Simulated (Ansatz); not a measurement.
# TlCuGeSe4: relaxing a made-up structure

This structure for TlCuGeSe4 is made up. Its elements were placed in a known structure type with a cell scaled to their sizes. What cell does the guess relax to, and how far off was it?

Method: DFT, PBE, plane-wave PAW, files of the set soft_1, scalar-relativistic, ferromagnetic start, cell and ions relaxed at zero pressure; PAW set soft_1, in the first sound run; inputs show where later runs differ, in Ansatz 0.2.0.

**1. Set-up**

The structure is tetragonal, space group I-4 (No. 82). The conventional cell has a = 5.682 Å, b = 5.682 Å, c = 11.049 Å, α = 90.00°, β = 90.00°, γ = 90.00°. Tl has 4 Se at 2.50 Å nearest. Nearest to Se lie 1 Ge at 2.47 Å and 1 Cu at 2.48 Å and 1 Tl at 2.50 Å. Ge has 4 Se at 2.47 Å nearest. Nearest to Cu lie 4 Se at 2.48 Å. Farther neighbours and most contacts between anions are not listed.

**2. Relaxation of the guess**

The guessed cell has no reason to be at equilibrium. It is relaxed with the atoms, within the space group of the guess.

File input.yaml:

```yaml
crystal:
  lattice:
    - [-2.841, 2.841, 5.5245]
    - [2.841, -2.841, 5.5245]
    - [2.841, 2.841, -5.5245]
  atoms:
    - { symbol: Tl, position: [0.5, 0.5, 0.0] }
    - { symbol: Se, position: [0.8826, 0.3545, 0.9979] }
    - { symbol: Se, position: [0.3566, 0.8847, 0.0021] }
    - { symbol: Se, position: [0.6455, 0.6434, 0.5281] }
    - { symbol: Se, position: [0.1153, 0.1174, 0.4719] }
    - { symbol: Ge, position: [0.75, 0.25, 0.5] }
    - { symbol: Cu, position: [0.25, 0.75, 0.5], spin: 0.6 }
magnetization:
  spin_polarized: true
kpoints:
  mp_grid: { grid: [7, 7, 7] }
scf:
  occupations: { method: fermi_dirac, width: 0.05 }
hamiltonian:
  xc: pbe
  pseudopotentials: { kind: paw, azcp: { folder: soft_1 } }
relax:
  f_tol: 0.015
  max_steps: 70
  cell: {}
output:
  forces: true
  stress: true
```

Launch:

```console
> ansatz run input.yaml --threads 4 --pin off --max-ram 10240MiB --backend cpu --events-out ev --progress --plain --runs-dir out
```

Numbers of over 12 decimals in the logs are rounded to 6 here.

The log of the run:

```text
Engine: ansatz 0.2.0, x86_64-unknown-linux-gnu
Pseudopotentials: kind: paw
Pseudopotential: Tl, paw, valence charge 13, recommended cutoff 420 eV (normal), soft_1/Tl.paw.azcp
Pseudopotential: Se, paw, valence charge 16, recommended cutoff 420 eV (normal), soft_1/Se.paw.azcp
Pseudopotential: Ge, paw, valence charge 14, recommended cutoff 420 eV (normal), soft_1/Ge.paw.azcp
Pseudopotential: Cu, paw, valence charge 19, recommended cutoff 420 eV (normal), soft_1/Cu.paw.azcp
Functional definition: PBE
  parameter kappa = 0.804
  parameter beta = 0.066725
  exchange = pbe_x(kappa = kappa, mu = beta*pi^2/3)
  correlation = pbe_c(beta = beta)
Crystal: 7 atoms, lattice volume = 178.359 Å³
Basis set: ecut = 420 eV, 3531 PW (Γ), exchange–correlation on 96×96×96 points (8 copies of the dense FFT grid, shifted against one another)
Bands: 67, of which v1, the nominal top of the filled ones, is band 55 counted from 1 (54 counted from 0)
Symmetry: 4 space group operations
Space group: I-4 (ITA 82), of the structure as read, at distance tolerance 5.6e-5 Å
Magnetic group: BNS 82.39 (UNI 699), of the structure as read, at distance tolerance 5.6e-5 Å
k-points: 52 of 343 (time reversal used)
Non-local potential: Tl, projectors of the file, l = 0: 2, l = 1: 2, l = 2: 2, l = 3: 1
Non-local potential: Se, projectors of the file, l = 0: 2, l = 1: 2, l = 2: 3, l = 3: 1
Non-local potential: Ge, projectors of the file, l = 0: 2, l = 1: 2, l = 2: 3, l = 3: 1
Non-local potential: Cu, projectors of the file, l = 0: 3, l = 1: 2, l = 2: 3, l = 3: 1
PAW form: soft (Blöchl's): semilocal exchange-correlation on the pseudo side does not see the compensation charge
PAW one-centre angular grid: Tl, 590 points (default); XC on 64 Gauss nodes
PAW one-centre angular grid: Se, 590 points (default); XC on 64 Gauss nodes
PAW one-centre angular grid: Ge, 590 points (default); XC on 64 Gauss nodes
PAW one-centre angular grid: Cu, 590 points (default); XC on 64 Gauss nodes
Initial density: superposition of atomic densities (chi_scale 0.1, normalization cell, long waves kept (reshape's long-wave potential 0.03 eV rms))
Starting moments: Σ|m| = 0.6 μB on 1 of 7 sites
Initial wavefunctions: pseudopotential atomic-orbital guess
Functional: x = pbe(κ = 0.804, μ = 0.219515), c = pbe(β = 0.066725)
SCF iter   1: F=—  HF=-44248.606558 eV  |F-HF|=—  |Δ(HF+E_count)|=         —  Δρ=1.83e-1 (↑1.01e-1 ↓1.83e-1)  dr2=1.30e2  dr2_m=2.78e0  M=1.800 μB ∫|m|=1.878 μB  β_m=1.00  ethr=3.10e-3  ⟨swp⟩=6.0  Hψ=24611  notcnv=0
preconditioner: auto → Kerker (q_TF=auto, 2.517 Å⁻¹)  [metal: Δε(μ)=0.007 eV  Ē_g=10.903 eV  σ=0.050 eV  W_gap=0.03  n_scr=44 (ndim 8)  ℏωp=20.0 eV  f_vac=0.048  D(μ)=9.81/eV (n_scr^D=96)]
spin=Collinear: Kerker preconditioning applied to the charge; magnetization (m = ρ↑ − ρ↓) channel mixes plain (no charge-response kernel on spin).
SCF iter   2: F=—  HF=-44250.709026 eV  |F-HF|=—  |Δ(HF+E_count)|=    2.10e0  Δρ=1.33e-1 (↑2.32e-2 ↓1.33e-1)  dr2=2.04e1  dr2_m=6.50e0  M=0.000 μB ∫|m|=0.116 μB  β_m=0.30  ethr=3.10e-3  ⟨swp⟩=4.0  Hψ=21914  notcnv=0  defer=274
preconditioner: auto → Resta (q_TF=auto, 2.517 Å⁻¹)  ε∞=3.8  [insulator: Δε(μ)=0.745 eV  Ē_g=12.081 eV  σ=0.050 eV  W_gap=1.00  n_scr=44 (ndim 8)  ℏωp=20.0 eV  f_vac=0.057  D(μ)=0.00/eV (n_scr^D=0)  ε∞_Penn≈3.8]
spin=Collinear: Resta preconditioning applied to the charge; magnetization (m = ρ↑ − ρ↓) channel mixes plain (no charge-response kernel on spin).
SCF iter   3: F=—  HF=-44244.188066 eV  |F-HF|=—  |Δ(HF+E_count)|=    6.52e0  Δρ=7.38e-2 (↑1.80e-2 ↓7.38e-2)  dr2=4.90e0  dr2_m=3.04e0  M=0.000 μB ∫|m|=0.109 μB  β_m=0.30  ethr=3.10e-3  ⟨swp⟩=3.0  Hψ=16272  notcnv=0  defer=482
SCF iter   4: F=—  HF=-44243.616483 eV  |F-HF|=—  |Δ(HF+E_count)|=   5.72e-1  Δρ=3.63e-2 (↑3.63e-2 ↓2.21e-2)  dr2=4.39e-1  dr2_m=1.33e0  M=0.004 μB ∫|m|=0.168 μB  β_m=0.30  ethr=3.10e-3  ⟨swp⟩=2.5  Hψ=14648  notcnv=0  defer=532
SCF iter   5: F=—  HF=-44243.772721 eV  |F-HF|=—  |Δ(HF+E_count)|=   1.56e-1  Δρ=3.74e-2 (↑7.71e-3 ↓3.74e-2)  dr2=1.12e0  dr2_m=8.04e-1  M=0.000 μB ∫|m|=0.073 μB  β_m=0.30  ethr=3.99e-4  ⟨swp⟩=3.0  Hψ=14973  notcnv=0  defer=538
SCF iter   6: F=—  HF=-44243.640060 eV  |F-HF|=—  |Δ(HF+E_count)|=   1.33e-1  Δρ=1.64e-2 (↑1.45e-2 ↓1.64e-2)  dr2=3.00e-2  dr2_m=3.89e-1  M=0.001 μB ∫|m|=0.072 μB  β_m=0.30  ethr=3.99e-4  ⟨swp⟩=2.1  Hψ=13422  notcnv=0  defer=543
SCF iter   7: F=—  HF=-44243.657887 eV  |F-HF|=—  |Δ(HF+E_count)|=   1.78e-2  Δρ=1.18e-2 (↑1.06e-2 ↓1.18e-2)  dr2=5.91e-3  dr2_m=2.05e-1  M=0.000 μB ∫|m|=0.054 μB  β_m=0.30  ethr=2.72e-5  ⟨swp⟩=2.0  Hψ=13971  notcnv=0  defer=557
SCF iter   8: F=—  HF=-44243.672974 eV  |F-HF|=—  |Δ(HF+E_count)|=   1.51e-2  Δρ=8.94e-3 (↑8.94e-3 ↓7.25e-3)  dr2=3.03e-3  dr2_m=1.07e-1  M=0.000 μB ∫|m|=0.043 μB  β_m=0.30  ethr=5.37e-6  ⟨swp⟩=2.0  Hψ=9857  notcnv=0  defer=557
Mixer restart at iter 8: flushing history
spin-set hold released at iteration 8 (site moments contracting): the magnetisation degrees of freedom join the quasi-Newton model from the next iteration; the mixer history was flushed
SCF iter   9: F=—  HF=-44243.681405 eV  |F-HF|=—  |Δ(HF+E_count)|=   8.43e-3  Δρ=6.62e-3 (↑6.62e-3 ↓5.17e-3)  dr2=2.23e-3  dr2_m=5.67e-2  M=0.000 μB ∫|m|=0.032 μB  β_m=0.65  ethr=2.75e-6  ⟨swp⟩=2.0  Hψ=11985  notcnv=0  defer=557
SCF iter  10: F=—  HF=-44243.690452 eV  |F-HF|=—  |Δ(HF+E_count)|=   9.05e-3  Δρ=5.71e-4 (↑5.71e-4 ↓5.56e-4)  dr2=1.52e-3  dr2_m=3.48e-6  M=-0.000 μB ∫|m|=0.003 μB  β_m=0.54  ethr=2.03e-6  ⟨swp⟩=2.0  Hψ=12168  notcnv=0  defer=557
SCF iter  11: F=—  HF=-44243.690328 eV  |F-HF|=—  |Δ(HF+E_count)|=   1.24e-4  Δρ=2.96e-4 (↑2.96e-4 ↓2.89e-4)  dr2=3.97e-4  dr2_m=2.32e-6  M=-0.000 μB ∫|m|=0.003 μB  β_m=0.47  ethr=1.38e-6  ⟨swp⟩=2.0  Hψ=12163  notcnv=0  defer=554
SCF iter  12: F=—  HF=-44243.690293 eV  |F-HF|=—  |Δ(HF+E_count)|=   3.47e-5  Δρ=5.19e-5 (↑5.19e-5 ↓3.96e-5)  dr2=1.16e-5  dr2_m=1.18e-6  M=-0.000 μB ∫|m|=0.002 μB  β_m=0.73  ethr=3.61e-7  ⟨swp⟩=2.0  Hψ=7785  notcnv=0  defer=554
SCF iter  13: F=—  HF=-44243.690318 eV  |F-HF|=—  |Δ(HF+E_count)|=   2.52e-5  Δρ=5.30e-5 (↑3.91e-5 ↓5.30e-5)  dr2=1.22e-5  dr2_m=1.62e-7  M=0.000 μB ∫|m|=0.001 μB  β_m=0.68  ethr=1.05e-8  ⟨swp⟩=2.0  Hψ=12216  notcnv=0  defer=554
SCF iter  14: F=—  HF=-44243.690318 eV  |F-HF|=—  |Δ(HF+E_count)|=   3.98e-7  Δρ=1.05e-5 (↑7.71e-6 ↓1.05e-5)  dr2=5.97e-7  dr2_m=7.63e-9  M=0.000 μB ∫|m|=0.000 μB  β_m=0.59  ethr=1.05e-8  ⟨swp⟩=2.0  Hψ=9638  notcnv=0  defer=554
[...]
relax step   5: F+E_penalty+E_count = -44244.51659760 eV  Δ(F+E_penalty+E_count) = -4.954e-4 eV  max|allowed force component| = 9.482e-3 eV/Å  Δτ_max = 0.0061 Å  P = +0.030 GPa  Ω = 185.141 Å³  energy of the carried Pulay correction = -1.298e-3 eV  (7 SCF iters, dr2 threshold 5.65e-8 eV, accepted)
Initial wavefunctions: pseudopotential atomic-orbital guess (no wavefunctions were taken with the density)
iter 1 solved again at ethr=3.42e-7 eV; its pass at ethr=3.10e-3 eV (dr2=3.76e-4 eV) is discarded
SCF iter   1: F=—  HF=-44244.451368 eV  |F-HF|=—  |Δ(HF+E_count)|=         —  Δρ=6.83e-4 (↑6.83e-4 ↓6.83e-4)  dr2=1.75e-4  dr2_m=4.13e-12  M=0.000 μB ∫|m|=0.000 μB  β_m=0.30  ethr=3.42e-7  ⟨swp⟩=3.0  Hψ=41641  notcnv=0
preconditioner: auto → Resta (q_TF=auto, 2.502 Å⁻¹)  ε∞=4.5  [insulator: Δε(μ)=0.466 eV  Ē_g=10.525 eV  σ=0.050 eV  W_gap=0.93  n_scr=44 (ndim 8)  ℏωp=19.7 eV  f_vac=0.118  D(μ)=0.11/eV (n_scr^D=0)  ε∞_Penn≈4.5]
spin=Collinear: Resta preconditioning applied to the charge; magnetization (m = ρ↑ − ρ↓) channel mixes plain (no charge-response kernel on spin).
SCF iter   2: F=—  HF=-44244.483399 eV  |F-HF|=—  |Δ(HF+E_count)|=   3.20e-2  Δρ=4.79e-4 (↑4.79e-4 ↓4.79e-4)  dr2=5.79e-5  dr2_m=2.06e-12  M=0.000 μB ∫|m|=0.000 μB  β_m=0.38  ethr=1.59e-7  ⟨swp⟩=2.0  Hψ=9672  notcnv=0
SCF iter   3: F=—  HF=-44244.504325 eV  |F-HF|=—  |Δ(HF+E_count)|=   2.09e-2  Δρ=3.00e-4 (↑3.00e-4 ↓3.00e-4)  dr2=2.26e-5  dr2_m=8.58e-13  M=0.000 μB ∫|m|=0.000 μB  β_m=0.44  ethr=5.26e-8  ⟨swp⟩=2.0  Hψ=12594  notcnv=0
SCF iter   4: F=—  HF=-44244.516235 eV  |F-HF|=—  |Δ(HF+E_count)|=   1.19e-2  Δρ=1.10e-4 (↑1.10e-4 ↓1.10e-4)  dr2=6.70e-6  dr2_m=1.88e-13  M=0.000 μB ∫|m|=0.000 μB  β_m=0.63  ethr=2.05e-8  ⟨swp⟩=2.0  Hψ=9684  notcnv=0
SCF iter   5: F=—  HF=-44244.517968 eV  |F-HF|=—  |Δ(HF+E_count)|=   1.73e-3  Δρ=2.76e-5 (↑2.76e-5 ↓2.76e-5)  dr2=1.49e-6  dr2_m=9.44e-15  M=0.000 μB ∫|m|=0.000 μB  β_m=0.63  ethr=6.09e-9  ⟨swp⟩=2.0  Hψ=9624  notcnv=0
SCF iter   6: F=—  HF=-44244.518070 eV  |F-HF|=—  |Δ(HF+E_count)|=   1.02e-4  Δρ=5.05e-6 (↑5.05e-6 ↓5.05e-6)  dr2=2.36e-7  dr2_m=1.28e-15  M=-0.000 μB ∫|m|=0.000 μB  β_m=0.81  ethr=1.36e-9  ⟨swp⟩=2.0  Hψ=8900  notcnv=0
SCF iter   7: F=—  HF=-44244.518072 eV  |F-HF|=—  |Δ(HF+E_count)|=   2.09e-6  Δρ=1.53e-6 (↑1.53e-6 ↓1.53e-6)  dr2=1.41e-8  dr2_m=1.27e-15  M=0.000 μB ∫|m|=0.000 μB  β_m=0.83  ethr=2.14e-10  ⟨swp⟩=2.0  Hψ=9674  notcnv=0
SCF iter   8: F=—  HF=-44244.518072 eV  |F-HF|=—  |Δ(HF+E_count)|=   1.42e-8  Δρ=3.90e-7 (↑3.89e-7 ↓3.90e-7)  dr2=1.04e-9  dr2_m=7.04e-16  M=-0.000 μB ∫|m|=0.000 μB  β_m=0.92  ethr=1.28e-11  ⟨swp⟩=2.0  Hψ=9330  notcnv=0
SCF iter   9: F=—  HF=-44244.518055 eV  |F-HF|=—  |Δ(HF+E_count)|=   1.70e-5  Δρ=4.51e-7 (↑4.51e-7 ↓4.51e-7)  dr2=9.38e-10  dr2_m=2.14e-16  M=-0.000 μB ∫|m|=0.000 μB  β_m=0.84  ethr=1.00e-12  ⟨swp⟩=3.0  Hψ=15312  notcnv=0
SCF iter  10: F=—  HF=-44244.518055 eV  |F-HF|=—  |Δ(HF+E_count)|=   9.29e-9  Δρ=2.66e-7 (↑2.66e-7 ↓2.66e-7)  dr2=3.63e-10  dr2_m=8.95e-17  M=-0.000 μB ∫|m|=0.000 μB  β_m=0.92  ethr=1.00e-12  ⟨swp⟩=2.0  Hψ=10194  notcnv=0
SCF iter  11: F=—  HF=-44244.518055 eV  |F-HF|=—  |Δ(HF+E_count)|=   5.22e-9  Δρ=8.00e-8 (↑8.00e-8 ↓8.00e-8)  dr2=5.42e-11  dr2_m=3.90e-18  M=0.000 μB ∫|m|=0.000 μB  β_m=0.77  ethr=1.00e-12  ⟨swp⟩=2.0  Hψ=23308  notcnv=0
SCF iter  12: F=-44244.518055 eV  HF=-44244.518055 eV  |F-HF|=1.02e-10  |Δ(HF+E_count)|=  1.02e-10  Δρ=4.11e-8 (↑4.11e-8 ↓4.11e-8)  dr2=1.29e-11  dr2_m=2.23e-19  M=-0.000 μB ∫|m|=0.000 μB  ethr=1.00e-12  ⟨swp⟩=4.0  Hψ=20282  notcnv=0
the starting moments were not kept: the SCF closed with an absolute magnetisation of 2.6e-10 μB, where they sum to 0.6 μB in size (1 site). That is at most 0.1 of that sum. Measured as dr2_m measures the in/out step, that magnetisation stands 0 eV from none, at or under the dr2_threshold of 7.0e-11 eV: it is no larger than a step whose dr2_m would equal this threshold.
SCF 6 converged in 12 iterations: F = -44244.518055 eV  dr2 = 1.29e-11
relax step   6: F+E_penalty+E_count = -44244.51805507 eV  Δ(F+E_penalty+E_count) = -1.457e-3 eV  max|allowed force component| = 9.243e-3 eV/Å  Δτ_max = 0.0000 Å  P = +0.031 GPa  Ω = 185.141 Å³  stress off target by 3.98e-2 GPa  SCF on the basis re-selected at this cell (its energy is not comparable with the rows above)  (12 SCF iters)
basis re-selected at this cell: Δ(F+E_penalty+E_count) = -1.457e-3 eV, ΔP = +0.001 GPa vs the last step (what re-selecting the basis moved, of the pressure what is left beyond the Pulay correction that the steps carried, after the strain that the cell walked since its last selection, with what the two solves' SCF thresholds leave and, on support functions, any second-order correction that the steps lacked; it is no m [...]
SCF converged after 12 iterations
Magnetization: -0.0000 μB (55.0000 up, 55.0000 down)
Absolute magnetization: 0.0000 μB (∫|ρ↑−ρ↓|, with the PAW one-centre terms)
Spin contamination: 0.0000 ħ² per cell (⟨S²⟩ above its minimum at these occupations)
Per-site moments (μB) at R_I (Å): [(2.1602100972716564e-12, 1.132553), (2.3860558006273087e-12, 1.001828), (2.3862998709704054e-12, 1.001828), (2.386188807515413e-12, 1.001828), (2.3862854474428125e-12, 1.001828), (-3.347149265064793e-12, 1.001828), (-2.610957616057995e-12, 1.011954)]
Free energy (F): -44244.518055 eV
Harris-Foulkes:  -44244.518055 eV  (|F-HF|=1.02e-10)
Internal energy: -44244.516566 eV  (E = F + TS)
E sigma→0 (E₀):  -44244.517311 eV
Entropy (-TS):   -0.001489 eV (-0.213 meV/atom)
Fermi energy:    7.083687 eV
--- Per-component energies (eV) ---
  E_band       = -2333.163145
  E_kinetic    = 1058.393812
  E_local      = -21170.462996  (includes V_loc(G=0)·N_el)
  E_nonlocal   = 13.832039
  E_hartree    = 10217.817986
  E_xc         = -661.285795
  E_vxc        = -631.760954  (∫ρ·V_xc dr)
  E_paw        = -22542.342711  (= ΣΔE_a)
  E_vpaw       = -2038.800376  (= ΣTr[D̂ρ^β])
  E_aug_tail   = -0.000528  (compensation charges beyond the density's cutoff)
  E_ewald      = -11160.468372
  E_smearing   = -0.001489  (= −TS)
  E_closure    = 0.000000  (closes the sum)
  Σ components = -44244.518055   (vs F -44244.518055, Δ=0.00e0)
--- Forces (eV/Å), atoms counted from 1 ---
  atom   1  Tl     0.00000000     0.00000000    -0.00000000
  atom   2  Se     0.00227110     0.00924293     0.00113706
  atom   3  Se    -0.00227110    -0.00924293     0.00113706
  atom   4  Se     0.00924293    -0.00227110    -0.00113706
  atom   5  Se    -0.00924293     0.00227110    -0.00113706
  atom   6  Ge    -0.00000000     0.00000000     0.00000000
  atom   7  Cu     0.00000000    -0.00000000    -0.00000000
  max |Σ_I F_I| component: 3.21e-17 eV/Å
--- Stress (GPa, compression-positive) ---
        0.026357       0.000000      -0.000000
       -0.000000       0.026357       0.000000
       -0.000000       0.000000       0.039791
  P = ⅓ Tr σ = 0.0308 GPa (0.308 kbar)
--- Relaxed structure (5 steps of the walk, 5 accepted, 1 SCFs on fresh bases) ---
  F+E_penalty+E_count = -44244.51805507 eV   max|allowed force component| = 9.243e-3 eV/Å   (the final SCF, on the basis selected at the relaxed cell)
  cell:  # Å, volume = 185.1410 Å³
    - [-2.790363, 2.790363, 5.944580]
    - [2.790363, -2.790363, 5.944580]
    - [2.790363, 2.790363, -5.944580]
  atoms:
    - { symbol: Tl, position: [0.500000, 0.500000, -1.0903627218639805e-19] }
    - { symbol: Se, position: [0.915539, 0.343633, 0.996152] }
    - { symbol: Se, position: [0.347481, 0.919387, 0.00384775] }
    - { symbol: Se, position: [0.656367, 0.652519, 0.571906] }
    - { symbol: Se, position: [0.080613, 0.084461, 0.428094] }
    - { symbol: Ge, position: [0.75, 0.250000, 0.5] }
    - { symbol: Cu, position: [0.250000, 0.75, 0.5] }
```

Run time: 1.8 min. Hardware: 4 threads of AMD EPYC 9R14 (Zen 4), shared host; peak memory 1.4 GiB.

Relaxation path:

```csv
step,energy less that of the first step (eV),largest force component (eV/Å),pressure (GPa),volume (Å³)
1,0.0000,1.2459,4.34,178.36
2,-0.7586,0.0476,-0.50,186.40
3,-0.8120,0.0198,-0.11,184.45
4,-0.8258,0.0301,0.08,184.72
5,-0.8263,0.0095,0.03,185.14
6*,-0.8277,0.0092,0.03,185.14
```

Relaxation steps marked * repeat the geometry before them on a plane-wave basis chosen anew for their cell, so energy and pressure can jump there.

The run keeps the 4 symmetry operations that it works with, so distortions that break them were not tested.

```csv
"conventional cell, symmetrised",before,after,change
a (Å),5.682,5.581,-1.8 %
b (Å),5.682,5.581,-1.8 %
c (Å),11.049,11.889,+7.6 %
volume (Å³/atom),25.48,26.45,+3.8 %
```

The atoms that moved most (Å, as changes of fractional coordinates times the final cell):

| atom | dx | dy | dz | length |
| --- | --- | --- | --- | --- |
| Se3 | 0.127 | -0.117 | 0.142 | 0.224 |
| Se2 | -0.127 | 0.117 | 0.142 | 0.224 |
| Se5 | -0.117 | -0.127 | -0.142 | 0.224 |
| Se4 | 0.117 | 0.127 | -0.142 | 0.224 |

Final coordinates:

```cif
data_structure
_symmetry_space_group_name_H-M 'P 1'
_symmetry_Int_Tables_number 1
_cell_length_a 7.1351
_cell_length_b 7.1351
_cell_length_c 7.1351
_cell_angle_alpha 133.957
_cell_angle_beta 133.957
_cell_angle_gamma 67.155
_cell_volume 185.14
loop_
_atom_site_label
_atom_site_type_symbol
_atom_site_fract_x
_atom_site_fract_y
_atom_site_fract_z
_atom_site_occupancy
Tl1 Tl 0.50000 0.50000 0.00000 1
Se2 Se 0.91554 0.34363 0.99615 1
Se3 Se 0.34748 0.91939 0.00385 1
Se4 Se 0.65637 0.65252 0.57191 1
Se5 Se 0.08061 0.08446 0.42809 1
Ge6 Ge 0.75000 0.25000 0.50000 1
Cu7 Cu 0.25000 0.75000 0.50000 1
```

This step gave:

- free energy: -44244.5181 eV
- energy at zero smearing: -44244.5173 eV
- smearing term TS: 0.001489 eV
- Fermi energy: 7.084 eV
- gap by band count: 0.001454 eV
- electrons: 110
- symmetry operations: 4
- pressure: 0.03084 GPa

Shortest distances by pair of elements, guess and relaxed (not always the same contact):

| pair | guess (Å) | relaxed (Å) |
| --- | --- | --- |
| Ge–Se | 2.468 | 2.429 |
| Cu–Se | 2.482 | 2.453 |
| Se–Tl | 2.500 | 2.746 |
| Se–Se | 3.765 | 3.379 |
| Cu–Ge | 4.018 | 3.946 |

The relaxation ends with a largest force component of 0.0092 eV/Å and a pressure of 0.03 GPa. The starting moments have collapsed: the run ends non-magnetic.

(Continued in part 2 of 2.)

[Logs are printed without paths, hosts, clocks, repeated set-up lines and the standing remarks that a program may print on its own settings, such as how far it seeks lower states.]

[Hosts, paths, dates, database ids (printed as entryN), source tags and the programs' standing remarks are cut or masked in the printed files.]
